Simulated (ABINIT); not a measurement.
**Sr (Strontium): from the cell to the phonon bands**

How does Sr (Strontium) vibrate, and is this structure a minimum?

Main program and level: ABINIT 10.8.3; DFT LDA, scalar-relativistic, plane waves, PseudoDojo norm-conserving pseudopotentials.

### Step 1. The starting structure

The structure is cubic, space group Fm-3m (No. 225). The conventional cell has a = 6.085 Å, b = 6.085 Å, c = 6.085 Å, α = 90.00°, β = 90.00°, γ = 90.00°. Nearest to Sr lie 12 Sr at 4.30 Å.

Coordinates:

```cif
data_structure
_symmetry_space_group_name_H-M 'Fm-3m'
_symmetry_Int_Tables_number 225
_cell_length_a 6.0847
_cell_length_b 6.0847
_cell_length_c 6.0847
_cell_angle_alpha 90.000
_cell_angle_beta 90.000
_cell_angle_gamma 90.000
_cell_volume 225.28
loop_
_atom_site_label
_atom_site_type_symbol
_atom_site_symmetry_multiplicity
_atom_site_Wyckoff_symbol
_atom_site_fract_x
_atom_site_fract_y
_atom_site_fract_z
_atom_site_occupancy
Sr1 Sr 4 a 0.00000 0.00000 0.00000 1
```

### Step 2. A probe with smearing

A first run with smearing and empty bands tells whether the crystal has a gap, which decides between fixed occupations and smearing later on.

Input file probe.abi:

```
# ground state
tolvrs 1.0d-08
prtden 1
prtwf 1

# basis, mesh and filling
ecut 28.0
ngkpt 6 6 6
nshiftk 1
shiftk 0.0 0.0 0.0
istwfk *1
occopt 7
tsmear 0.005
nband 11
nstep 100
diemac 9.0
prtebands 0
prtgsr 0

# cell and atoms
acell 8.130608316 8.130608316 8.130608316
rprim 
    0.0 0.7071067812 0.7071067812
    0.7071067812 0.0 0.7071067812
    0.7071067812 0.7071067812 0.0
ntypat 1
znucl 38
natom 1
typat 1
xred 
    0.0 0.0 0.0
pp_dirpath "./pseudo"
pseudos "Sr.upf"
```

Command:

```console
> OMP_NUM_THREADS=1 mpirun -n 4 abinit probe.abi > probe.log
```

Numbers of over 12 decimals in the logs are rounded to 6 here.

probe.abo, the main output file:

```text
[banners, grids, parts of the stress and lines that vanish by symmetry left out]
- input  file    -> probe.abi
- output file    -> probe.abo
- root for input  files -> probei
[...]
Symmetries : space group Fm -3 m (#225); Bravais cF (face-center cubic)
[...]
mpw =        2733          nfft =       64000          nkpt =          16
[...]
== DATASET  1 ==================================================================
[...]
cutoff_energies: {ecut:  28.0, pawecutdg:  -1.0, }
[...]
ETOT  1  -34.259607580491    -3.426E+01 3.206E-02 2.807E-01
 ETOT  2  -34.267644630272    -8.037E-03 4.856E-04 4.429E-02
 ETOT  3  -34.267649039543    -4.409E-06 4.648E-04 2.049E-03
 ETOT  4  -34.267649171835    -1.323E-07 2.923E-04 2.897E-05
 ETOT  5  -34.267649173631    -1.796E-09 2.376E-04 3.471E-06
 ETOT  6  -34.267649174082    -4.504E-10 1.711E-04 6.142E-08
 ETOT  7  -34.267649174088    -6.416E-12 1.401E-04 6.772E-10
 At SCF step    7       vres2   =  6.77E-10 < tolvrs=  1.00E-08 =>converged.
[...]
sigma(1 1)=  6.25766138E-05  sigma(3 2)=  0.00000000E+00
  sigma(2 2)=  6.25766138E-05  sigma(3 1)=  0.00000000E+00
  sigma(3 3)=  6.25766138E-05  sigma(2 1)=  0.00000000E+00
[...]
convergence: {deltae: -6.416E-12, res2:  6.772E-10, residm:  1.401E-04, diffor: null, }
etotal    :  -3.42676492E+01
[...]
sigma(1 1)=  6.25766138E-05  sigma(3 2)=  0.00000000E+00
  sigma(2 2)=  6.25766138E-05  sigma(3 1)=  0.00000000E+00
  sigma(3 3)=  6.25766138E-05  sigma(2 1)=  0.00000000E+00
[...]
- sigma(1 1)=  1.84106754E+00  sigma(3 2)=  0.00000000E+00
- sigma(2 2)=  1.84106754E+00  sigma(3 1)=  0.00000000E+00
- sigma(3 3)=  1.84106754E+00  sigma(2 1)=  0.00000000E+00
[...]
fcart     -0.0000000000E+00 -0.0000000000E+00 -0.0000000000E+00
           strten      6.2576613817E-05  6.2576613817E-05  6.2576613817E-05
================================================================================

[key lines of the parts left out:]
pressure_GPa:  -1.8411E+00
```

Wall time 3.8 s (4 MPI ranks of Arm Neoverse V2, shared host).

This step gave:

```yaml
volume_per_atom: 56.32 Å³
pressure: -1.841 GPa
gap_on_the_k_mesh: 0.09687 eV
```

A gap of 0.097 eV on this mesh is too small to trust, so smearing is kept; the printed pressure holds the stress of the finite basis too.

### Step 3. Relaxing the cell and atoms

The harmonic expansion needs vanishing forces, and a free crystal bears no stress, so cell and atoms are brought to rest. Stress is more sensitive to the basis than forces are: the last 3 Ha under the cutoff are smoothed with ecutsm, and the cutoff is raised above that of the later runs.

Input file relax.abi:

```
# relaxation
ionmov 2
optcell 2
dilatmx 1.08
ntime 40
tolmxf 1.0d-05
tolvrs 1.0d-14
prtwf 0
prtden 0
chksymtnons 0

# basis, mesh and filling
ecut 35.0
ecutsm 3.0
ngkpt 8 8 8
nshiftk 1
shiftk 0.0 0.0 0.0
istwfk *1
occopt 7
tsmear 0.001
nband 11
nstep 100
diemac 9.0
prtebands 0
prtgsr 0

# cell and atoms
acell 8.130608316 8.130608316 8.130608316
rprim 
    0.0 0.7071067812 0.7071067812
    0.7071067812 0.0 0.7071067812
    0.7071067812 0.7071067812 0.0
ntypat 1
znucl 38
natom 1
typat 1
xred 
    0.0 0.0 0.0
pp_dirpath "./pseudo"
pseudos "Sr.upf"
```

Command:

```console
> OMP_NUM_THREADS=1 mpirun -n 4 abinit relax.abi > relax.log
```

relax.abo, the main output file:

```text
[banners, grids, parts of the stress and lines that vanish by symmetry left out]
- input  file    -> relax.abi
- output file    -> relax.abo
- root for input  files -> relaxi
[...]
Symmetries : space group Fm -3 m (#225); Bravais cF (face-center cubic)
[...]
mpw =        4766          nfft =      110592          nkpt =          29
[...]
== DATASET  1 ==================================================================
[...]
cutoff_energies: {ecut:  35.0, pawecutdg:  -1.0, }
[...]
ETOT  1  -34.259139982794    -3.426E+01 3.371E-02 3.840E-01
 ETOT  2  -34.268667603920    -9.528E-03 1.033E-02 2.563E-02
 ETOT  3  -34.268668240118    -6.362E-07 1.317E-03 5.984E-04
 ETOT  4  -34.268668257746    -1.763E-08 1.174E-03 2.618E-05
 ETOT  5  -34.268668258585    -8.392E-10 2.306E-04 6.371E-08
[...]
At SCF step    9       vres2   =  5.05E-15 < tolvrs=  1.00E-14 =>converged.
[...]
sigma(1 1)=  5.56897662E-05  sigma(3 2)=  0.00000000E+00
  sigma(2 2)=  5.56897662E-05  sigma(3 1)=  0.00000000E+00
  sigma(3 3)=  5.56897662E-05  sigma(2 1)=  0.00000000E+00
[...]
convergence: {deltae: -2.700E-13, res2:  5.049E-15, residm:  8.563E-05, diffor: null, }
etotal    :  -3.42686683E+01
[...]
ETOT  1  -34.268726076745    -3.427E+01 1.690E-03 9.130E-01
[...]
At SCF step    9       vres2   =  6.29E-16 < tolvrs=  1.00E-14 =>converged.
[...]
sigma(1 1)=  5.42560600E-05  sigma(3 2)=  0.00000000E+00
  sigma(2 2)=  5.42560600E-05  sigma(3 1)=  0.00000000E+00
  sigma(3 3)=  5.42560600E-05  sigma(2 1)=  0.00000000E+00
[...]
convergence: {deltae:  3.290E-12, res2:  6.294E-16, residm:  1.311E-06, diffor: null, }
etotal    :  -3.42687728E+01
[...]
ETOT  1  -34.219975344770    -3.422E+01 2.641E-02 8.946E+02
[...]
At SCF step   10       vres2   =  6.76E-16 < tolvrs=  1.00E-14 =>converged.
[...]
sigma(1 1)= -8.08282617E-06  sigma(3 2)=  0.00000000E+00
  sigma(2 2)= -8.08282617E-06  sigma(3 1)=  0.00000000E+00
  sigma(3 3)= -8.08282617E-06  sigma(2 1)=  0.00000000E+00
[...]
convergence: {deltae:  1.066E-12, res2:  6.764E-16, residm:  1.562E-05, diffor: null, }
etotal    :  -3.42703370E+01
[...]
ETOT  1  -34.269779650333    -3.427E+01 3.560E-06 1.195E+01
[...]
At SCF step    9       vres2   =  2.07E-15 < tolvrs=  1.00E-14 =>converged.
[...]
sigma(1 1)=  1.46969408E-06  sigma(3 2)=  0.00000000E+00
  sigma(2 2)=  1.46969408E-06  sigma(3 1)=  0.00000000E+00
  sigma(3 3)=  1.46969408E-06  sigma(2 1)=  0.00000000E+00
[...]
convergence: {deltae: -7.816E-13, res2:  2.072E-15, residm:  3.829E-10, diffor: null, }
etotal    :  -3.42703567E+01
[...]
ETOT  1  -34.270343398235    -3.427E+01 4.533E-07 2.885E-01
[...]
ETOT  8  -34.270357416967     1.030E-12 1.685E-10 1.250E-14
 ETOT  9  -34.270357416970    -3.062E-12 3.132E-10 4.772E-17
 At SCF step    9       vres2   =  4.77E-17 < tolvrs=  1.00E-14 =>converged.
[...]
sigma(1 1)=  2.08050095E-08  sigma(3 2)=  0.00000000E+00
  sigma(2 2)=  2.08050095E-08  sigma(3 1)=  0.00000000E+00
  sigma(3 3)=  2.08050095E-08  sigma(2 1)=  0.00000000E+00
[...]
convergence: {deltae: -3.062E-12, res2:  4.772E-17, residm:  3.132E-10, diffor: null, }
etotal    :  -3.42703574E+01
[...]
At Broyd/MD step   5, gradients are converged :
[...]
sigma(1 1)=  2.08050095E-08  sigma(3 2)=  0.00000000E+00
  sigma(2 2)=  2.08050095E-08  sigma(3 1)=  0.00000000E+00
  sigma(3 3)=  2.08050095E-08  sigma(2 1)=  0.00000000E+00
[...]
- sigma(1 1)=  6.12104513E-04  sigma(3 2)=  0.00000000E+00
- sigma(2 2)=  6.12104513E-04  sigma(3 1)=  0.00000000E+00
- sigma(3 3)=  6.12104513E-04  sigma(2 1)=  0.00000000E+00
[...]
fcart     -0.0000000000E+00 -0.0000000000E+00 -0.0000000000E+00
           strten      2.0805009526E-08  2.0805009526E-08  2.0805009526E-08
================================================================================

[key lines of the parts left out:]
pressure_GPa:  -6.1210E-04
Total energy (etotal) [Ha]= -3.42703574169698E+01
```

The job ended after 47 s (4 MPI ranks).

The steps of the relaxation:

```csv
step,energy less that of the first step (eV),largest force (eV/Å),volume (Å³)
1,0.0000,0.0000,56.32
2,-0.0028,0.0000,56.04
3,-0.0454,0.0000,47.59
4,-0.0459,0.0000,48.50
5,-0.0460,0.0000,48.36
```

```csv
"conventional cell, symmetrised",before,after,change
a (Å),6.085,5.783,-5.0 %
b (Å),6.085,5.783,-5.0 %
c (Å),6.085,5.783,-5.0 %
volume (Å³/atom),56.32,48.36,-14.1 %
```

Final coordinates:

```xyz
1
Lattice="0.0000 2.8916 2.8916 2.8916 0.0000 2.8916 2.8916 2.8916 0.0000" Properties=species:S:1:pos:R:3 pbc="T T T"
Sr    0.0000    0.0000    0.0000
```

This step gave:

| Quantity | Value |
| --- | --- |
| volume per atom | 48.36 Å³ |
| pressure | -6.12e-4 GPa |
| gap on the k-mesh | 0.1363 eV |

The volume changes by -14.1 % in this run and stands -14.1 % from the first cell.

### Step 4. Ground state

The response is built on these wavefunctions, so the potential is converged far more tightly than an energy would need. Smearing stays on, as the first look found no gap above 0.3 eV.

Input file gs.abi:

```
# ground state
tolvrs 1.0d-16
prtden 1
prtwf 1

# basis, mesh and filling
ecut 28.0
ngkpt 8 8 8
nshiftk 1
shiftk 0.0 0.0 0.0
istwfk *1
occopt 7
tsmear 0.001
nband 11
nstep 100
diemac 9.0
prtebands 0
prtgsr 0

# cell and atoms
acell 7.727727971 7.727727971 7.727727971
rprim 
    0.0 0.7071067812 0.7071067812
    0.7071067812 0.0 0.7071067812
    0.7071067812 0.7071067812 0.0
ntypat 1
znucl 38
natom 1
typat 1
xred 
    0.0 0.0 0.0
pp_dirpath "./pseudo"
pseudos "Sr.upf"
```

Command:

```console
> OMP_NUM_THREADS=1 mpirun -n 4 abinit gs.abi > gs.log
```

gs.abo, the main output file:

```text
[banners, grids, parts of the stress and lines that vanish by symmetry left out]
- input  file    -> gs.abi
- output file    -> gs.abo
- root for input  files -> gsi
[...]
Symmetries : space group Fm -3 m (#225); Bravais cF (face-center cubic)
[...]
mpw =        2332          nfft =       64000          nkpt =          29
[...]
== DATASET  1 ==================================================================
[...]
cutoff_energies: {ecut:  28.0, pawecutdg:  -1.0, }
[...]
ETOT  1  -34.262885582386    -3.426E+01 4.194E-02 2.509E-01
 ETOT  2  -34.269991481657    -7.106E-03 1.629E-03 3.227E-02
 ETOT  3  -34.269995154088    -3.672E-06 6.563E-04 1.243E-03
 ETOT  4  -34.269995211434    -5.735E-08 2.663E-04 1.397E-05
 ETOT  5  -34.269995212802    -1.368E-09 2.750E-04 1.347E-06
[...]
ETOT  9  -34.269995212971    -6.679E-13 8.237E-05 1.271E-15
 ETOT 10  -34.269995212971     9.095E-13 3.855E-05 2.855E-18
 At SCF step   10       vres2   =  2.86E-18 < tolvrs=  1.00E-16 =>converged.
[...]
sigma(1 1)=  1.16198832E-05  sigma(3 2)=  0.00000000E+00
  sigma(2 2)=  1.16198832E-05  sigma(3 1)=  0.00000000E+00
  sigma(3 3)=  1.16198832E-05  sigma(2 1)=  0.00000000E+00
[...]
convergence: {deltae:  9.095E-13, res2:  2.855E-18, residm:  3.855E-05, diffor: null, }
etotal    :  -3.42699952E+01
[...]
sigma(1 1)=  1.16198832E-05  sigma(3 2)=  0.00000000E+00
  sigma(2 2)=  1.16198832E-05  sigma(3 1)=  0.00000000E+00
  sigma(3 3)=  1.16198832E-05  sigma(2 1)=  0.00000000E+00
[...]
- sigma(1 1)=  3.41868766E-01  sigma(3 2)=  0.00000000E+00
- sigma(2 2)=  3.41868766E-01  sigma(3 1)=  0.00000000E+00
- sigma(3 3)=  3.41868766E-01  sigma(2 1)=  0.00000000E+00
[...]
fcart     -0.0000000000E+00 -0.0000000000E+00 -0.0000000000E+00
           strten      1.1619883167E-05  1.1619883167E-05  1.1619883167E-05
================================================================================

[key lines of the parts left out:]
pressure_GPa:  -3.4187E-01
```

It took 7.2 s on 4 MPI ranks; 28 s of CPU time.

Read from the output:

| Quantity | Value |
| --- | --- |
| pressure | -0.3419 GPa |
| gap on the k-mesh | 0.1361 eV |

The cell stands at -0.34 GPa: the relaxation ran with a smoothed and higher cutoff, and the difference is a stress of the finite basis.

(Part 1 of 3 ends here.)

[Host names and launcher messages were left out of these logs when they were recorded.]

[Logs are printed without paths, hosts, clocks, repeated set-up lines and the standing remarks that a program may print on its own settings, such as how far it seeks lower states.]

[Hosts, paths, dates, database ids (printed as entryN), source tags and the programs' standing remarks are cut or masked in the printed files.]
